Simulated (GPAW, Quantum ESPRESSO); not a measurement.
Consider LaGaO3 (Pm-3m).

```xyz
5
Lattice="3.9135 0.0000 0.0000 0.0000 3.9135 0.0000 0.0000 0.0000 3.9135" Properties=species:S:1:pos:R:3 pbc="T T T"
La    1.9567    1.9567    1.9567
Ga    0.0000    0.0000    0.0000
O     1.9567    0.0000    0.0000
O     0.0000    0.0000    1.9567
O     0.0000    1.9567    0.0000
```

Absorber: atom 3, with 2 Ga at 1.96 Å (linear, site symmetry 4/mmm). Method: Quantum ESPRESSO XSpectra, LDA, full core hole (charged cell), 10-atom cell with 5.5 Å between holes, 6×6×6 k points, dipole transitions, Lorentzian half width 0.3 eV up to 4 eV, rising linearly to 2.5 eV at 25 eV (counted from xe0, 1.3 eV below the zero used here), without spin-orbit coupling.

Where do the maxima of the O K edge fall?

Main maxima up to 24 eV above the zero (height): 3.4 eV (2.60), 8.9 eV (1.60) and 18.9 eV (0.63). A K edge sees empty p states on the absorber. The total-energy difference plus the lowest empty eigenvalue puts the zero at 534.28 eV. One term is added: -8.83 eV, since the hole is spin-paired here and a spin-polarised one costs that much less in the free atom (computed apart). The photon energy is then 525.45 eV. The functional and the charged cell's background leave an error in such absolute values: in the free atom LDA prices this hole 4.1 eV below PBE (computed apart), and PBE is itself good to a few eV.

The O K spectrum (energy from the lowest empty level; intensity scaled to a mean of 1 over the first 20 eV; the points at xe0, where the cut of filled states can leave a spike, are interpolated):

| E (eV) | intensity |
| --- | --- |
| -2.00 | 0.04 |
| -1.25 | 0.05 |
| -0.50 | 0.08 |
| 0.25 | 0.18 |
| 1.00 | 0.61 |
| 1.75 | 0.94 |
| 2.50 | 1.58 |
| 3.25 | 2.47 |
| 4.00 | 1.77 |
| 4.75 | 1.22 |
| 5.50 | 0.87 |
| 6.25 | 0.76 |
| 7.00 | 0.86 |
| 7.75 | 1.16 |
| 8.50 | 1.51 |
| 9.25 | 1.56 |
| 10.00 | 1.37 |
| 10.75 | 1.27 |
| 11.50 | 1.16 |
| 12.25 | 1.03 |
| 13.00 | 0.91 |
| 13.75 | 0.77 |
| 14.50 | 0.65 |
| 15.25 | 0.57 |
| 16.00 | 0.55 |
| 16.75 | 0.56 |
| 17.50 | 0.59 |
| 18.25 | 0.62 |
| 19.00 | 0.63 |
| 19.75 | 0.62 |
| 20.50 | 0.59 |
| 21.25 | 0.57 |
| 22.00 | 0.55 |
| 22.75 | 0.54 |
| 23.50 | 0.55 |
| 24.25 | 0.56 |
| 25.00 | 0.58 |
| 25.75 | 0.61 |
| 26.50 | 0.64 |
| 27.25 | 0.68 |
| 28.00 | 0.72 |
| 28.75 | 0.76 |
| 29.50 | 0.79 |
| 30.25 | 0.80 |
| 31.00 | 0.80 |
| 31.75 | 0.78 |

The holes are only 5.5 Å apart, so the shape is probably not converged with cell size; no larger cell was run here. The structure is a computed Materials Project entry and may be a hypothetical form.

[Banner, clock and machine lines of the logs are left out without a mark of their own.]

[Logs are printed without paths, hosts, clocks, repeated set-up lines and the standing remarks that a program may print on its own settings, such as how far it seeks lower states.]

[Hosts, paths, dates, database ids (printed as entryN), source tags and the programs' standing remarks are cut or masked in the printed files.]

[Lists of maxima count a maximum above −3 eV only where it reaches 4 % of the highest in the window and stands out from its surroundings by 2 % of it (1.5 % where it reaches 55 %); shoulders and weaker maxima are passed over, and of the rest the first, up to two pre-edge ones and the few strongest are named.]
